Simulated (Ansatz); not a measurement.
**Si on Ag(111): change of the work function**

Wanted: Δφ(θ) for Si/Ag(111), starting from the fcc site.

Program: Ansatz 0.2.0. Level of theory: plane-wave DFT, PBE, Ansatz PAW. Values are calculated unless marked as measured.

### Step 1. The structure

The cell holds 4 atoms: 4 Ag. Cell: a = 2.892 Å, b = 2.892 Å, c = 25.084 Å, α = 90.0°, β = 90.0°, γ = 60.0°. Vacuum lies along c.

As a file:

```cif
data_structure
_symmetry_space_group_name_H-M 'P 1'
_symmetry_Int_Tables_number 1
_cell_length_a 2.8921
_cell_length_b 2.8921
_cell_length_c 25.0841
_cell_angle_alpha 90.000
_cell_angle_beta 90.000
_cell_angle_gamma 60.000
_cell_volume 181.70
loop_
_atom_site_label
_atom_site_type_symbol
_atom_site_fract_x
_atom_site_fract_y
_atom_site_fract_z
_atom_site_occupancy
Ag1 Ag 0.00000 0.00000 0.35879 1
Ag2 Ag 0.33333 0.33333 0.45293 1
Ag3 Ag 0.66667 0.66667 0.54707 1
Ag4 Ag 0.00000 0.00000 0.64121 1
```

### Step 2. The clean slab

The bare slab comes first, as the zero from which every change is counted. The two lowest layers are held at bulk places and the upper ones relax. The dipole correction removes the false field that a one-sided slab makes across the periodic vacuum, so each face gets a flat vacuum level of its own.

File input.yaml:

```yaml
crystal:
  lattice:
    - [2.8920667351, 0.0, 0.0]
    - [1.4460333675, 2.504603262, 0.0]
    - [0.0, 0.0, 25.084087803]
  atoms:
    - { symbol: Ag, position: [0.0, 0.0, 0.3587931947] }
    - { symbol: Ag, position: [0.3333333333, 0.3333333333, 0.4529310649] }
    - { symbol: Ag, position: [0.6666666667, 0.6666666667, 0.5470689351] }
    - { symbol: Ag, position: [0.0, 0.0, 0.6412068053] }
kpoints:
  mp_grid: { grid: [12, 12, 1] }
hamiltonian:
  xc: pbe
scf:
  occupations: { method: fermi_dirac, width: 0.1 }
  convergence: { dr2_threshold: 1.0e-08 }
efield:
  axis: 3
  dipole_correction: true
  ramp_position: 0.97
  ramp_width: 0.06
relax:
  f_tol: 0.02
  max_steps: 60
  constraints: [{ sites: [0, 1] }]
output:
  write_potential: true
  write_density: true
  volumetric_format: npy
```

Launch:

```sh
$ ansatz run input.yaml --threads 4 --pin off --max-ram 16384MiB --backend cpu --events-out ev --progress --plain --runs-dir out
```

What it wrote:

```text
Engine: ansatz 0.2.0, x86_64-unknown-linux-gnu
Pseudopotentials: kind: paw
Pseudopotential: Ag, paw, valence charge 19, recommended cutoff 420 eV (normal), Ag.paw.azcp
Functional definition: PBE
  parameter kappa = 0.804
  parameter beta = 0.066725
  exchange = pbe_x(kappa = kappa, mu = beta*pi^2/3)
  correlation = pbe_c(beta = beta)
Crystal: 4 atoms, lattice volume = 181.696 Å³
Basis set: ecut = 420 eV, 3551 PW (Γ), exchange–correlation on 40×40×360 points (8 copies of the dense FFT grid, shifted against one another)
Bands: 46, of which v1, the nominal top of the filled ones, is band 38 counted from 1 (37 counted from 0)
Symmetry: 6 space group operations
k-points: 19 of 144 (time reversal used)
Non-local potential: Ag, projectors of the file, l = 0: 3, l = 1: 2, l = 2: 2, l = 3: 1
PAW form: soft (Blöchl's): semilocal exchange-correlation on the pseudo side does not see the compensation charge
PAW one-centre angular grid: Ag, 590 points (default); XC on 64 Gauss nodes
Initial density: superposition of atomic densities (neutral atoms: chi_scale 0, normalization atom), corrected by the library's trained network
Initial wavefunctions: pseudopotential atomic-orbital guess
Functional: x = pbe(κ = 0.804, μ = 0.219515), c = pbe(β = 0.066725)
SCF iter   1: F=—  HF=-30361.536039 eV  |F-HF|=—  |Δ(HF+E_count)|=         —  Δρ=1.43e-3  dr2=2.13e-2  ethr=1.77e-3  p=0.000 e·Å  D=2.60e-13 V/Å  ΔV_dip=-0.00 eV  dr2_dipole=1.52e-9  V_vac-E_F(+/−)=4.39/4.39 eV  ⟨swp⟩=7.4  Hψ=3672  notcnv=0  defer=12
efield: sawtooth ramp at fractional position 0.9700 (set: `efield.ramp_position`, or a place that a band, a saddle search or an elastic batch's reference lends), width 0.0600; the density the first Hamiltonian is built on has a dipole p = 0.000 e·Å; the dipole correction subtracts the counter field D = 2.60e-13 V/Å, which shifts the + side's vacuum level by -0.00 eV against the − side's; the planar-averaged density in the ramp window peaks in size at 3.3e-6 e/Å³
preconditioner: auto → LDOS  [metal: Δε(μ)=0.132 eV  Ē_g=9.346 eV  σ=0.100 eV  W_gap=0.32  n_scr=18 (ndim 8)  ℏωp=18.3 eV  f_vac=0.583  D(μ)=0.82/eV (n_scr^D=6)  β→1.0]
SCF iter   2: F=—  HF=-30361.540487 eV  |F-HF|=—  |Δ(HF+E_count)|=   4.45e-3  Δρ=1.71e-3  dr2=1.09e-2  ethr=2.80e-5  p=-0.000 e·Å  D=-9.71e-6 V/Å  ΔV_dip=0.00 eV  dr2_dipole=2.65e-10  V_vac-E_F(+/−)=4.43/4.43 eV  ⟨swp⟩=2.2  Hψ=1740  notcnv=0  defer=25
SCF iter   3: F=—  HF=-30361.538903 eV  |F-HF|=—  |Δ(HF+E_count)|=   1.58e-3  Δρ=5.15e-4  dr2=3.95e-4  ethr=1.43e-5  p=-0.000 e·Å  D=-2.42e-6 V/Å  ΔV_dip=0.00 eV  dr2_dipole=6.35e-10  V_vac-E_F(+/−)=4.45/4.45 eV  ⟨swp⟩=2.0  Hψ=1312  notcnv=0  defer=25
SCF iter   4: F=—  HF=-30361.538836 eV  |F-HF|=—  |Δ(HF+E_count)|=   6.70e-5  Δρ=7.08e-5  dr2=1.22e-5  ethr=5.20e-7  p=-0.000 e·Å  D=-1.66e-6 V/Å  ΔV_dip=0.00 eV  dr2_dipole=2.22e-10  V_vac-E_F(+/−)=4.45/4.45 eV  ⟨swp⟩=3.2  Hψ=1672  notcnv=0  defer=25
SCF iter   5: F=—  HF=-30361.538841 eV  |F-HF|=—  |Δ(HF+E_count)|=   4.57e-6  Δρ=2.65e-5  dr2=1.77e-6  ethr=1.60e-8  p=-0.000 e·Å  D=-6.24e-8 V/Å  ΔV_dip=0.00 eV  dr2_dipole=2.13e-12  V_vac-E_F(+/−)=4.45/4.45 eV  ⟨swp⟩=2.6  Hψ=1527  notcnv=0  defer=25
SCF iter   6: F=—  HF=-30361.538866 eV  |F-HF|=—  |Δ(HF+E_count)|=   2.56e-5  Δρ=9.20e-6  dr2=1.40e-7  ethr=2.33e-9  p=0.000 e·Å  D=9.55e-8 V/Å  ΔV_dip=-0.00 eV  dr2_dipole=5.77e-13  V_vac-E_F(+/−)=4.46/4.46 eV  ⟨swp⟩=2.2  Hψ=1219  notcnv=0  defer=25
SCF iter   7: F=—  HF=-30361.538866 eV  |F-HF|=—  |Δ(HF+E_count)|=   3.58e-8  Δρ=3.14e-6  dr2=2.09e-8  ethr=1.84e-10  p=0.000 e·Å  D=3.04e-8 V/Å  ΔV_dip=-0.00 eV  dr2_dipole=6.05e-13  V_vac-E_F(+/−)=4.46/4.46 eV  ⟨swp⟩=2.4  Hψ=1593  notcnv=0  defer=25
SCF iter   8: F=-30361.538866 eV  HF=-30361.538866 eV  |F-HF|=2.71e-9  |Δ(HF+E_count)|=   5.29e-9  Δρ=6.78e-7  dr2=5.64e-10  ethr=1.32e-11  p=-0.000 e·Å  D=-6.97e-9 V/Å  ΔV_dip=0.00 eV  dr2_dipole=1.63e-14  V_vac-E_F(+/−)=4.46/4.46 eV  ⟨swp⟩=8.7  Hψ=5215  notcnv=0
SCF 1 converged in 8 iterations: F = -30361.538866 eV  dr2 = 5.64e-10
  greatest PAW one-centre occupation: 1.000 electrons in one spin orbital (limit 2), on the Ag atom at site 1 (counted from 0), in its partial waves of l = 0
relax step   1: F+E_penalty+E_count = -30361.53886649 eV  Δ(F+E_penalty+E_count) = +0.000e0 eV  max|allowed force component| = 1.394e-1 eV/Å  Δτ_max = 0.0000 Å  (8 SCF iters, accepted)
Initial density: handed on by an earlier stage of this run
Initial wavefunctions: those handed on with the density
iter 1 solved again at ethr=1.65e-5 eV; its pass at ethr=3.10e-3 eV (dr2=1.25e-2 eV) is discarded
SCF iter   1: F=—  HF=-30361.545711 eV  |F-HF|=—  |Δ(HF+E_count)|=         —  Δρ=2.56e-3  dr2=1.12e-2  ethr=1.65e-5  p=-0.000 e·Å  D=-2.73e-8 V/Å  ΔV_dip=0.00 eV  dr2_dipole=8.08e-5  V_vac-E_F(+/−)=4.45/4.45 eV  ⟨swp⟩=2.0  Hψ=3443  notcnv=0  defer=33
efield: sawtooth ramp at fractional position 0.9700 (set: `efield.ramp_position`, or a place that a band, a saddle search or an elastic batch's reference lends), width 0.0600; the density the first Hamiltonian is built on has a dipole p = -0.000 e·Å; the dipole correction subtracts the counter field D = -2.73e-8 V/Å, which shifts the + side's vacuum level by +0.00 eV against the − side's; the planar-averaged density in the ramp window peaks in size at 6.5e-7 e/Å³
preconditioner: auto → LDOS  [metal: Δε(μ)=0.209 eV  Ē_g=9.267 eV  σ=0.100 eV  W_gap=0.48  n_scr=18 (ndim 8)  ℏωp=18.3 eV  f_vac=0.579  D(μ)=0.92/eV (n_scr^D=6)  β→1.0]
SCF iter   2: F=—  HF=-30361.545729 eV  |F-HF|=—  |Δ(HF+E_count)|=   1.82e-5  Δρ=2.20e-3  dr2=1.62e-2  ethr=1.47e-5  p=0.001 e·Å  D=1.26e-3 V/Å  ΔV_dip=-0.03 eV  dr2_dipole=1.53e-3  V_vac-E_F(+/−)=4.40/4.43 eV  ⟨swp⟩=2.1  Hψ=1485  notcnv=0  defer=33
SCF iter   3: F=—  HF=-30361.542237 eV  |F-HF|=—  |Δ(HF+E_count)|=   3.49e-3  Δρ=4.16e-4  dr2=3.20e-4  ethr=1.47e-5  p=-0.002 e·Å  D=-1.87e-3 V/Å  ΔV_dip=0.05 eV  dr2_dipole=4.02e-5  V_vac-E_F(+/−)=4.49/4.44 eV  ⟨swp⟩=2.0  Hψ=1399  notcnv=0  defer=33
SCF iter   4: F=—  HF=-30361.542206 eV  |F-HF|=—  |Δ(HF+E_count)|=   3.17e-5  Δρ=2.30e-4  dr2=1.11e-4  ethr=4.21e-7  p=-0.001 e·Å  D=-1.01e-3 V/Å  ΔV_dip=0.03 eV  dr2_dipole=2.24e-7  V_vac-E_F(+/−)=4.47/4.44 eV  ⟨swp⟩=2.2  Hψ=1528  notcnv=0  defer=33
SCF iter   5: F=—  HF=-30361.542194 eV  |F-HF|=—  |Δ(HF+E_count)|=   1.19e-5  Δρ=3.25e-5  dr2=3.43e-6  ethr=1.46e-7  p=-0.001 e·Å  D=-1.14e-3 V/Å  ΔV_dip=0.03 eV  dr2_dipole=7.57e-7  V_vac-E_F(+/−)=4.47/4.44 eV  ⟨swp⟩=2.0  Hψ=1327  notcnv=0  defer=33
SCF iter   6: F=—  HF=-30361.542212 eV  |F-HF|=—  |Δ(HF+E_count)|=   1.83e-5  Δρ=1.26e-5  dr2=3.00e-7  ethr=4.51e-9  p=-0.001 e·Å  D=-1.17e-3 V/Å  ΔV_dip=0.03 eV  dr2_dipole=8.74e-9  V_vac-E_F(+/−)=4.47/4.44 eV  ⟨swp⟩=2.0  Hψ=1297  notcnv=0  defer=33
SCF iter   7: F=—  HF=-30361.542212 eV  |F-HF|=—  |Δ(HF+E_count)|=   9.44e-8  Δρ=3.85e-6  dr2=3.51e-8  ethr=3.94e-10  p=-0.001 e·Å  D=-1.17e-3 V/Å  ΔV_dip=0.03 eV  dr2_dipole=2.80e-12  V_vac-E_F(+/−)=4.47/4.44 eV  ⟨swp⟩=2.0  Hψ=1501  notcnv=0  defer=33
SCF iter   8: F=-30361.542212 eV  HF=-30361.542212 eV  |F-HF|=2.99e-9  |Δ(HF+E_count)|=   2.52e-8  Δρ=8.95e-7  dr2=1.21e-9  ethr=1.32e-11  p=-0.001 e·Å  D=-1.16e-3 V/Å  ΔV_dip=0.03 eV  dr2_dipole=2.58e-11  V_vac-E_F(+/−)=4.47/4.44 eV  ⟨swp⟩=9.0  Hψ=5307  notcnv=0
SCF 2 converged in 8 iterations: F = -30361.542212 eV  dr2 = 1.21e-9
relax step   2: F+E_penalty+E_count = -30361.54221217 eV  Δ(F+E_penalty+E_count) = -3.346e-3 eV  max|allowed force component| = 5.879e-2 eV/Å  Δτ_max = 0.1208 Å  (8 SCF iters, accepted)
SCF iter   1: F=—  HF=-30361.543996 eV  |F-HF|=—  |Δ(HF+E_count)|=         —  Δρ=9.71e-4  dr2=1.77e-3  ethr=2.01e-5  p=-0.001 e·Å  D=-1.16e-3 V/Å  ΔV_dip=0.03 eV  dr2_dipole=5.25e-5  V_vac-E_F(+/−)=4.48/4.45 eV  ⟨swp⟩=3.8  Hψ=2048  notcnv=0  defer=33
efield: sawtooth ramp at fractional position 0.9700 (set: `efield.ramp_position`, or a place that a band, a saddle search or an elastic batch's reference lends), width 0.0600; the density the first Hamiltonian is built on has a dipole p = -0.001 e·Å; the dipole correction subtracts the counter field D = -1.16e-3 V/Å, which shifts the + side's vacuum level by +0.03 eV against the − side's; the planar-averaged density in the ramp window peaks in size at 7.8e-7 e/Å³
preconditioner: auto → LDOS  [metal: Δε(μ)=0.206 eV  Ē_g=9.288 eV  σ=0.100 eV  W_gap=0.47  n_scr=18 (ndim 8)  ℏωp=18.3 eV  f_vac=0.581  D(μ)=0.89/eV (n_scr^D=6)  β→1.0]
SCF iter   2: F=—  HF=-30361.544014 eV  |F-HF|=—  |Δ(HF+E_count)|=   1.81e-5  Δρ=9.28e-4  dr2=2.53e-3  ethr=2.33e-6  p=-0.002 e·Å  D=-1.70e-3 V/Å  ΔV_dip=0.04 eV  dr2_dipole=3.84e-5  V_vac-E_F(+/−)=4.50/4.46 eV  ⟨swp⟩=2.7  Hψ=1897  notcnv=0  defer=33
SCF iter   3: F=—  HF=-30361.543440 eV  |F-HF|=—  |Δ(HF+E_count)|=   5.74e-4  Δρ=1.90e-4  dr2=6.10e-5  ethr=2.33e-6  p=-0.001 e·Å  D=-6.14e-4 V/Å  ΔV_dip=0.02 eV  dr2_dipole=4.87e-6  V_vac-E_F(+/−)=4.47/4.45 eV  ⟨swp⟩=2.0  Hψ=1396  notcnv=0  defer=33
SCF iter   4: F=—  HF=-30361.543423 eV  |F-HF|=—  |Δ(HF+E_count)|=   1.78e-5  Δρ=8.92e-5  dr2=1.40e-5  ethr=8.03e-8  p=-0.001 e·Å  D=-8.67e-4 V/Å  ΔV_dip=0.02 eV  dr2_dipole=8.59e-9  V_vac-E_F(+/−)=4.47/4.45 eV  ⟨swp⟩=2.5  Hψ=1546  notcnv=0  defer=33
SCF iter   5: F=—  HF=-30361.543428 eV  |F-HF|=—  |Δ(HF+E_count)|=   5.44e-6  Δρ=1.46e-5  dr2=9.75e-7  ethr=1.84e-8  p=-0.001 e·Å  D=-8.27e-4 V/Å  ΔV_dip=0.02 eV  dr2_dipole=2.55e-7  V_vac-E_F(+/−)=4.47/4.45 eV  ⟨swp⟩=2.0  Hψ=1332  notcnv=0  defer=33
SCF iter   6: F=—  HF=-30361.543462 eV  |F-HF|=—  |Δ(HF+E_count)|=   3.41e-5  Δρ=4.76e-6  dr2=6.34e-8  ethr=1.28e-9  p=-0.001 e·Å  D=-8.00e-4 V/Å  ΔV_dip=0.02 eV  dr2_dipole=9.80e-9  V_vac-E_F(+/−)=4.47/4.45 eV  ⟨swp⟩=2.0  Hψ=1200  notcnv=0  defer=33
SCF iter   7: F=—  HF=-30361.543462 eV  |F-HF|=—  |Δ(HF+E_count)|=   2.80e-8  Δρ=1.89e-6  dr2=1.05e-8  ethr=1.32e-11  p=-0.001 e·Å  D=-7.97e-4 V/Å  ΔV_dip=0.02 eV  dr2_dipole=1.63e-11  V_vac-E_F(+/−)=4.47/4.45 eV  ⟨swp⟩=9.1  Hψ=5612  notcnv=0
SCF iter   8: F=-30361.543462 eV  HF=-30361.543462 eV  |F-HF|=9.75e-10  |Δ(HF+E_count)|=   4.10e-9  Δρ=4.65e-7  dr2=2.72e-10  ethr=1.32e-11  p=-0.001 e·Å  D=-7.96e-4 V/Å  ΔV_dip=0.02 eV  dr2_dipole=9.85e-14  V_vac-E_F(+/−)=4.47/4.45 eV  ⟨swp⟩=8.2  Hψ=5047  notcnv=0
SCF 3 converged in 8 iterations: F = -30361.543462 eV  dr2 = 2.72e-10
relax step   3: F+E_penalty+E_count = -30361.54346218 eV  Δ(F+E_penalty+E_count) = -1.250e-3 eV  max|allowed force component| = 3.526e-3 eV/Å  Δτ_max = 0.0437 Å  (8 SCF iters, accepted)
NSCF: frozen V_eff on 19 k-points
the band table was solved once a step of the walk had ended and its energy, with any forces and stress, was formed, with the checks that follow a solve (4634 applications of the Hamiltonian). They found nothing against the state; the energy, forces and stress were not computed again (output.eigenvalues in the input reference)
SCF converged after 8 iterations
Free energy (F): -30361.543462 eV
Harris-Foulkes:  -30361.543462 eV  (|F-HF|=9.75e-10)
Internal energy: -30361.511446 eV  (E = F + TS)
E sigma→0 (E₀):  -30361.527454 eV
Entropy (-TS):   -0.032016 eV (-8.004 meV/atom)
Fermi energy:    3.774940 eV
Dipole field:    D = -0.000797 V/Å  (p = -0.000800 e·Å, saw-weighted, corrected)
Work function:   Φ+ = 4.4694 eV   Φ− = 4.4494 eV
Levels:          The Fermi level and band energies are counted from a zero that moves with the ramp; work functions are not
--- Per-component energies (eV) ---
  E_band       = -1960.547775
  E_kinetic    = 2109.099075
  E_local      = -128020.276693  (includes V_loc(G=0)·N_el)
  E_nonlocal   = 320.756909
  E_hartree    = 63107.808708
  E_xc         = -738.272181
  E_vxc        = -937.843934  (∫ρ·V_xc dr)
  E_paw        = -15609.056264  (= ΣΔE_a)
  E_vpaw       = -1647.903650  (= ΣTr[D̂ρ^β])
  E_aug_tail   = 0.001306  (compensation charges beyond the density's cutoff)
  E_efield     = 0.000000  (sawtooth field / dipole correction)
  E_vefield    = 0.001582  (∫n·V_field dr)
  E_ewald      = 48468.427694
  E_smearing   = -0.032016  (= −TS)
  E_closure    = -0.000000  (closes the sum)
  Σ components = -30361.543462   (vs F -30361.543462, Δ=0.00e0)
--- Forces (eV/Å), atoms counted from 1 ---
  atom   1  Ag    -0.00000000     0.00000000    -0.13252267
  atom   2  Ag     0.00000000    -0.00000000     0.12981904
  atom   3  Ag    -0.00000000    -0.00000000     0.00352622
  atom   4  Ag    -0.00000000     0.00000000    -0.00082127
  max |Σ_I F_I| component: 1.31e-6 eV/Å
--- Band table (eV; the first three rows and the last of 19) ---
  k-point 0: bands = [... 34 lower, 0.3804, 0.4880, 0.4880, 0.7234, 0.7234, 2.7357, 3.9494, 7.7601, ... 4 higher]
  k-point 1: bands = [... 34 lower, 0.3192, 0.4035, 0.4876, 0.7293, 1.0045, 3.0032, 4.3438, 7.8970, ... 4 higher]
  k-point 2: bands = [... 34 lower, 0.1786, 0.4121, 0.4831, 0.7430, 1.5725, 3.6517, 5.3129, 8.3086, ... 4 higher]
  k-point 18: bands = [... 34 lower, 0.6631, 0.6714, 7.1502, 7.3285, 7.3357, 8.0731, 8.0825, 8.4313, ... 4 higher]
--- Relaxed structure (3 steps of the walk, 3 accepted, 0 SCFs on fresh bases) ---
  F+E_penalty+E_count = -30361.54346218 eV   max|allowed force component| = 3.526e-3 eV/Å
  atoms:
    - { symbol: Ag, position: [0.0, 0.0, 0.3587931947] }
    - { symbol: Ag, position: [0.333333, 0.333333, 0.452931] }
    - { symbol: Ag, position: [0.666667, 0.666667, 0.548158] }
    - { symbol: Ag, position: [2.544541e-18, -1.140001e-18, 0.644283] }
```

The job ended after 13 s (4 threads of Intel Xeon Platinum 8259CL at 2.50GHz (Skylake/Cascade Lake), shared host; peak memory 0.61 GiB).

Step by step:

```tsv
step	energy less that of the first step (eV)	largest force component (eV/Å)
1	0.0000	0.1394
2	-0.0033	0.0588
3	-0.0046	0.0035
```

Forces are held to the 6 operations that the program found; a distortion that breaks them can't arise in this run.

The atoms that moved most (Å):

```tsv
atom	dx	dy	dz	length
Ag4	0.000	0.000	0.077	0.077
Ag3	0.000	0.000	0.027	0.027
```

Final coordinates:

```xyz
4
Lattice="2.8921 0.0000 0.0000 1.4460 2.5046 0.0000 0.0000 0.0000 25.0841" Properties=species:S:1:pos:R:3
Ag    0.0000    0.0000    9.0000
Ag    1.4460    0.8349   11.3614
Ag    2.8921    1.6697   13.7500
Ag    0.0000    0.0000   16.1612
```

Read from the output:

* energy at zero smearing: -30361.5275 eV
* work function, upper face: 4.469 eV
* dipole along the normal: -8.00e-4 e·Å

Running mean over 2.361 Å of the planar mean; the ramp of the sawtooth is left out. The electron's electrostatic potential energy less the Fermi level by z:

```tsv
z (Å)	electron's electrostatic potential energy less the Fermi level (eV)
4	4.45
5	4.44
6	4.38
7	3.48
8	-2.25
9	-5.85
10	-6.03
11	-6.05
12	-5.92
13	-5.89
14	-5.97
15	-5.68
16	-5.86
17	-3.28
18	2.97
19	4.36
20	4.46
21	4.47
22	4.47
```

The relaxation took 3 steps and lowered the energy by 0.0046 eV; the largest force on the free atoms ends at 0.0035 eV/Å.

The work function of the upper face is 4.47 eV.

[end of part 1 of 4]

[Long decimals in the printed logs are rounded to 6 places.]

[Logs are printed without paths, hosts, clocks, repeated set-up lines and the standing remarks that a program may print on its own settings, such as how far it seeks lower states.]

[Hosts, paths, dates, database ids (printed as entryN), source tags and the programs' standing remarks are cut or masked in the printed files.]

[Maps of the electrostatic potential energy from Ansatz leave out the sawtooth potential of an applied field or a dipole correction, so their vacuum need not be flat; planar profiles and work functions include it.]
